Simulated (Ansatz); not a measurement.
# F on W(110): change of the work function, part 3 of 3

Aim: the work function of W(110) at several coverages of F (hollow site), and the dipole that each adsorbate carries.

Ansatz 0.2.0; plane-wave DFT, PBE, Ansatz PAW.

So far, work function, upper face (eV): step 2 (the clean slab) 4.84; step 3 (17 atoms, coverage 0.25 ML, cell 2x2) 4.86.

### Step 4. The covered slab, k-mesh 12×12×1, coverage 1 ML

System of this step: W4F (F/W(110)). The cell holds 5 atoms: 4 W and 1 F. Its edges and angles: a = 2.737 Å, b = 2.737 Å, c = 26.366 Å, α = 90.0°, β = 90.0°, γ = 70.5°. Vacuum lies along c.

Another coverage, to see how the dipoles act on each other as their distance changes.

File input.yaml:

```yaml
crystal:
  lattice:
    - [2.2344574285, -1.58, 0.0]
    - [2.2344574285, 1.58, 0.0]
    - [0.0, 0.0, 26.3661483515]
  atoms:
    - { symbol: W, position: [0.0, 0.0, 0.341346786] }
    - { symbol: W, position: [0.5, 0.5, 0.4260939929] }
    - { symbol: W, position: [0.0, 0.0, 0.5122778081] }
    - { symbol: W, position: [0.5, 0.5, 0.5954211195] }
    - { symbol: F, position: [0.84, 0.84, 0.658653214] }
kpoints:
  mp_grid: { grid: [12, 12, 1] }
hamiltonian:
  xc: pbe
scf:
  occupations: { method: fermi_dirac, width: 0.1 }
  convergence: { dr2_threshold: 1.0e-08 }
efield:
  axis: 3
  dipole_correction: true
  ramp_position: 0.97
  ramp_width: 0.06
relax:
  f_tol: 0.02
  max_steps: 60
  constraints: [{ sites: [0, 1] }]
output:
  write_potential: true
  write_density: true
  volumetric_format: npy
```

On the command line:

```bash
ansatz run input.yaml --threads 4 --pin off --max-ram 6144MiB --backend cpu --events-out ev --progress --plain --runs-dir out
```

Numbers of over 12 decimals in the logs are rounded to 6 here.

What it wrote:

```text
[...]
Crystal: 5 atoms, lattice volume = 186.168 Å³
Basis set: ecut = 420 eV, 3699 PW (Γ), exchange–correlation on 40×40×360 points (8 copies of the dense FFT grid, shifted against one another)
Bands: 38, of which v1, the nominal top of the filled ones, is band 32 counted from 1 (31 counted from 0)
Symmetry: 2 space group operations
[...]
k-points: 43 of 144 (time reversal used)
[...]
SCF iter   1: F=—  HF=-42345.527328 eV  |F-HF|=—  |Δ(HF+E_count)|=         —  Δρ=8.60e-3  dr2=2.09e0  ethr=1.77e-3  p=-0.055 e·Å  D=-5.31e-2 V/Å  ΔV_dip=1.40 eV  dr2_dipole=3.97e-1  V_vac-E_F(+/−)=6.48/5.08 eV  ⟨swp⟩=8.6  Hψ=18256  notcnv=0  defer=11
[...]
SCF iter   9: F=-42345.457609 eV  HF=-42345.457609 eV  |F-HF|=1.11e-8  |Δ(HF+E_count)|=   2.46e-8  Δρ=6.44e-7  dr2=2.18e-9  ethr=1.59e-11  p=-0.059 e·Å  D=-5.76e-2 V/Å  ΔV_dip=1.52 eV  dr2_dipole=9.36e-12  V_vac-E_F(+/−)=6.42/4.90 eV  ⟨swp⟩=11.0  Hψ=12550  notcnv=0
SCF 1 converged in 9 iterations: F = -42345.457609 eV  dr2 = 2.18e-9
[...]
relax step   1: F+E_penalty+E_count = -42345.45760931 eV  Δ(F+E_penalty+E_count) = +0.000e0 eV  max|allowed force component| = 1.340e0 eV/Å  Δτ_max = 0.0000 Å  (9 SCF iters, accepted)
Bands: 44, of which v1, the nominal top of the filled ones, is band 32 counted from 1 (31 counted from 0)
[...]
SCF iter   9: F=-42345.506977 eV  HF=-42345.506977 eV  |F-HF|=1.71e-8  |Δ(HF+E_count)|=   1.90e-7  Δρ=6.77e-7  dr2=6.73e-10  ethr=1.59e-11  p=-0.002 e·Å  D=-1.92e-3 V/Å  ΔV_dip=0.05 eV  dr2_dipole=1.40e-11  V_vac-E_F(+/−)=4.95/4.90 eV  ⟨swp⟩=10.8  Hψ=12310  notcnv=0
SCF 2 converged in 9 iterations: F = -42345.506977 eV  dr2 = 6.73e-10
relax step   2: F+E_penalty+E_count = -42345.50697696 eV  Δ(F+E_penalty+E_count) = -4.937e-2 eV  max|allowed force component| = 7.266e-1 eV/Å  Δτ_max = 0.1920 Å  (9 SCF iters, accepted)
[...]
SCF iter   8: F=-42345.565788 eV  HF=-42345.565788 eV  |F-HF|=1.42e-8  |Δ(HF+E_count)|=   7.40e-8  Δρ=8.52e-7  dr2=1.92e-9  ethr=1.59e-11  p=-0.011 e·Å  D=-1.11e-2 V/Å  ΔV_dip=0.29 eV  dr2_dipole=3.53e-10  V_vac-E_F(+/−)=5.20/4.91 eV  ⟨swp⟩=11.5  Hψ=13449  notcnv=0
SCF 3 converged in 8 iterations: F = -42345.565788 eV  dr2 = 1.92e-9
relax step   3: F+E_penalty+E_count = -42345.56578754 eV  Δ(F+E_penalty+E_count) = -5.881e-2 eV  max|allowed force component| = 3.923e-1 eV/Å  Δτ_max = 0.1253 Å  (8 SCF iters, accepted)
[...]
relax step   4: F+E_penalty+E_count = -42345.57443966 eV  Δ(F+E_penalty+E_count) = -8.652e-3 eV  max|allowed force component| = 7.753e-2 eV/Å  Δτ_max = 0.0842 Å  (8 SCF iters, accepted)
[...]
relax step   5: F+E_penalty+E_count = -42345.57688190 eV  Δ(F+E_penalty+E_count) = -2.442e-3 eV  max|allowed force component| = 2.951e-2 eV/Å  Δτ_max = 0.0380 Å  (7 SCF iters, accepted)
SCF iter   1: F=—  HF=-42345.576837 eV  |F-HF|=—  |Δ(HF+E_count)|=         —  Δρ=2.07e-4  dr2=1.36e-4  ethr=2.10e-6  p=-0.023 e·Å  D=-2.22e-2 V/Å  ΔV_dip=0.59 eV  dr2_dipole=2.70e-5  V_vac-E_F(+/−)=5.49/4.90 eV  ⟨swp⟩=2.2  Hψ=3317  notcnv=0  defer=50
[...]
SCF iter   5: F=-42345.576933 eV  HF=-42345.576933 eV  |F-HF|=1.47e-8  |Δ(HF+E_count)|=   3.06e-8  Δρ=1.43e-6  dr2=4.03e-9  ethr=1.59e-11  p=-0.023 e·Å  D=-2.21e-2 V/Å  ΔV_dip=0.58 eV  dr2_dipole=4.02e-10  V_vac-E_F(+/−)=5.49/4.90 eV  ⟨swp⟩=12.2  Hψ=14203  notcnv=0
SCF 6 converged in 5 iterations: F = -42345.576933 eV  dr2 = 4.03e-9
relax step   6: F+E_penalty+E_count = -42345.57693253 eV  Δ(F+E_penalty+E_count) = -5.063e-5 eV  max|allowed force component| = 3.730e-3 eV/Å  Δτ_max = 0.0029 Å  (5 SCF iters, accepted)
[...]
SCF converged after 5 iterations
Free energy (F): -42345.576933 eV
[...]
Internal energy: -42345.485437 eV  (E = F + TS)
E sigma→0 (E₀):  -42345.531185 eV
Entropy (-TS):   -0.091496 eV (-18.299 meV/atom)
Fermi energy:    4.881397 eV
Dipole field:    D = -0.022117 V/Å  (p = -0.022755 e·Å, saw-weighted, corrected)
Work function:   Φ+ = 5.4876 eV   Φ− = 4.9045 eV
[...]
--- Forces (eV/Å), atoms counted from 1 ---
  atom   1  W     -0.01384772    -0.00000000     0.31458047
  atom   2  W      0.01478865     0.00000000    -0.31575213
  atom   3  W     -0.00008345     0.00000000     0.00373024
  atom   4  W     -0.00191228    -0.00000000    -0.00344581
  atom   5  F      0.00103178     0.00000000     0.00087929
  max |Σ_I F_I| component: 2.30e-5 eV/Å
--- Band table (eV; the first three rows and the last of 43) ---
  k-point 0: bands = [... 28 lower, 3.3748, 3.3835, 3.5978, 4.1359, 4.9672, 5.4825, 6.2044, 6.6848, ... 8 higher]
  k-point 1: bands = [... 28 lower, 3.1454, 3.3673, 3.7308, 4.2276, 4.7040, 5.5984, 6.0598, 6.4604, ... 8 higher]
  k-point 2: bands = [... 28 lower, 2.9206, 3.1382, 3.8514, 4.2822, 4.7669, 5.7167, 6.0595, 6.3448, ... 8 higher]
  k-point 42: bands = [... 28 lower, 3.5256, 5.3075, 5.9779, 6.0680, 6.1254, 6.5507, 8.1865, 8.7518, ... 8 higher]
--- Relaxed structure (6 steps of the walk, 6 accepted, 0 SCFs on fresh bases) ---
  F+E_penalty+E_count = -42345.57693253 eV   max|allowed force component| = 3.730e-3 eV/Å
  atoms:
    - { symbol: W, position: [0.0, 0.0, 0.341347] }
    - { symbol: W, position: [0.5, 0.5, 0.426094] }
    - { symbol: W, position: [0.00225606, 0.00225606, 0.512223] }
    - { symbol: W, position: [0.519313, 0.519313, 0.595248] }
    - { symbol: F, position: [0.832743, 0.832743, 0.654585] }
```

Run time: 41 s. Hardware: 4 threads of Intel Xeon Platinum 8259CL at 2.50GHz (Skylake/Cascade Lake), shared host; peak memory 0.68 GiB.

Relaxation path:

```csv
step,energy less that of the first step (eV),largest force component (eV/Å)
1,0.0000,1.3402
2,-0.0494,0.7266
3,-0.1082,0.3923
4,-0.1168,0.0775
5,-0.1193,0.0295
6,-0.1193,0.0037
```

Forces are held to the 2 operations that the run works with; a distortion that breaks them can't arise in this run.

The atoms that moved most (Å):

```csv
atom,dx,dy,dz,length
F5,-0.032,0.000,-0.107,0.112
W4,0.086,0.000,-0.005,0.086
W3,0.010,0.000,-0.001,0.010
```

Final coordinates:

```cif
data_structure
_symmetry_space_group_name_H-M 'P 1'
_symmetry_Int_Tables_number 1
_cell_length_a 2.7366
_cell_length_b 2.7366
_cell_length_c 26.3661
_cell_angle_alpha 90.000
_cell_angle_beta 90.000
_cell_angle_gamma 70.529
_cell_volume 186.17
loop_
_atom_site_label
_atom_site_type_symbol
_atom_site_fract_x
_atom_site_fract_y
_atom_site_fract_z
_atom_site_occupancy
W1 W 0.00000 0.00000 0.34135 1
W2 W 0.50000 0.50000 0.42609 1
W3 W 0.00226 0.00226 0.51222 1
W4 W 0.51931 0.51931 0.59525 1
F5 F 0.83274 0.83274 0.65459 1
```

This step gave:

| Property | Result |
| --- | --- |
| energy at zero smearing | -42345.5312 eV |
| work function, upper face | 5.488 eV |
| work function, lower face | 4.904 eV |
| dipole along the normal | -0.02275 e·Å |
| step between the vacuum levels | 0.5832 eV |

Running mean over 2.234 Å of the planar mean; the ramp of the sawtooth is left out. Electron's electrostatic potential energy less the Fermi level against z:

z (Å), electron's electrostatic potential energy less the Fermi level (eV) and a bar from the least value:
```
      3.5        4.9 #############################
      4.0        4.9 #############################
      4.5        4.9 #############################
      5.0        4.9 #############################
      5.5        4.9 #############################
      6.0        4.8 #############################
      6.5        4.4 ############################
      7.0        3.3 ###########################
      7.5       -0.1 #####################
      8.0       -5.8 ############
      8.5      -10.5 #####
      9.0      -12.2 ##
      9.5      -12.5 ##
     10.0      -12.6 ##
     10.5      -12.7 ##
     11.0      -12.7 ##
     11.5      -12.7 ##
     12.0      -12.5 ##
     12.5      -12.4 ##
     13.0      -12.6 ##
     13.5      -12.8 ##
     14.0      -13.0 #
     14.5      -13.3 #
     15.0      -13.4 #
     15.5      -13.4 #
     16.0      -13.8 
     16.5      -11.9 ###
     17.0       -6.5 ###########
     17.5       -1.6 ###################
     18.0        1.2 #######################
     18.5        3.7 ###########################
     19.0        5.3 ##############################
     19.5        5.5 ##############################
     20.0        5.5 ##############################
     20.5        5.5 ##############################
     21.0        5.5 ##############################
     21.5        5.5 ##############################
     22.0        5.5 ##############################
     22.5        5.5 ##############################
     23.0        5.5 ##############################
```

The relaxation took 6 steps and lowered the energy by 0.12 eV; the largest force on the free atoms ends at 0.0037 eV/Å.

The covered face has 5.49 eV, +0.64 eV against the clean one; the bare back face has moved by +0.01 eV, a measure of how thin the slab is.

### Step 5. Work function against coverage

This step: plane-wave DFT, PBE, Ansatz PAW; work function against coverage (Ansatz 0.2.0).

The runs are now put side by side.

Numbers from this step:

```yaml
work_function_of_the_clean_face: 4.845 eV
largest_change_of_the_work_function: 0.6430 eV
```

The work function of the covered face by coverage:

```csv
coverage (adsorbates/nm²),work function of the covered face (eV)
0.00,4.84
3.54,4.86
14.16,5.49
```

The dipole per adsorbate comes from the change of the cell's dipole. Coverage, by row:

```csv
coverage (1/nm²),coverage (ML),work function (eV),change (eV),"dipole per adsorbate, positive end outwards (debye)",mean height of the added atoms over the highest substrate atom (Å)
3.541,0.25,4.86,0.01561,-0.004,1.54
14.16,1,5.488,0.643,-0.119,1.564
```

### Step 6. What came out

* work function of the clean face: 4.84 eV
* work function at 0.25 ML: 4.86 eV
* work function at 1 ML: 5.49 eV
* dipole per adsorbate at 0.25 ML, positive end outwards: 0.00 D

What this shows: At the lowest coverage F changes the work function of W(110) by under 0.15 eV, within the error of so thin a slab; the largest change, +0.64 eV, comes at higher coverage. The slab has 4 layers, at the tabulated experimental lattice constant, one starting site was run, and quantum-size effects of a slab this thin can reach one or two tenths of an eV.

[Logs are printed without paths, hosts, clocks, repeated set-up lines and the standing remarks that a program may print on its own settings, such as how far it seeks lower states.]

[Hosts, paths, dates, database ids (printed as entryN), source tags and the programs' standing remarks are cut or masked in the printed files.]

[Maps of the electrostatic potential energy from Ansatz leave out the sawtooth potential of an applied field or a dipole correction, so their vacuum need not be flat; planar profiles and work functions include it.]
